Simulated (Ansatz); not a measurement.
Rows from a G0W0 calculation on BaTiO3 (Barioperovskite) (Ansatz 0.2.0; G0W0 on LDA, plane waves, PAW; 6×6×6 mesh, 168 empty bands, screening to 110 eV, hard PAW files), in eV. Spin-orbit coupling is left out.

```csv
row,k,band,start,Σx,Σc at the solution,Vxc
A,"(-0.500, -0.500, -0.500)",c1,14.084,-14.649,-7.698,-23.825
B,"(-0.500, -0.500, -0.500)",c2,14.126,-14.678,-7.775,-23.930
C,Γ,c1,11.720,-12.648,-6.370,-20.526
D,"(-0.500, -0.500, -0.500)",v1,9.898,-25.741,4.748,-20.902
E,Γ,v1,9.732,-25.909,4.388,-21.446
F,Γ,c2,11.783,-12.771,-6.266,-20.533
```

Give the quasiparticle energies and the shift of each level.

The quasiparticle equation reads E = start + Σx + Σc(E) − Vxc.

```csv
row,E (eV),shift (eV)
A,15.562,+1.478
B,15.603,+1.477
C,13.228,+1.508
D,9.807,−0.091
E,9.658,−0.074
F,13.280,+1.496
```

The gap over the computed points goes from 1.82 eV to 3.42 eV.

Limits: not at the basis limit; no spin-orbit coupling.

[Paths, hosts, dates, memory and timing lines, banners, echoed tables and standing remarks are left out of the program output.]

[Logs are printed without paths, hosts, clocks, repeated set-up lines and the standing remarks that a program may print on its own settings, such as how far it seeks lower states.]

[Runs of the session that timed out or met a known fault of the program may be left out.]

[Cells called generated may have been cut or substituted from an entry of the Crystallography Open Database or the Materials Project.]

[Hosts, paths, dates, database ids (printed as entryN), source tags and the programs' standing remarks are cut or masked in the printed files.]
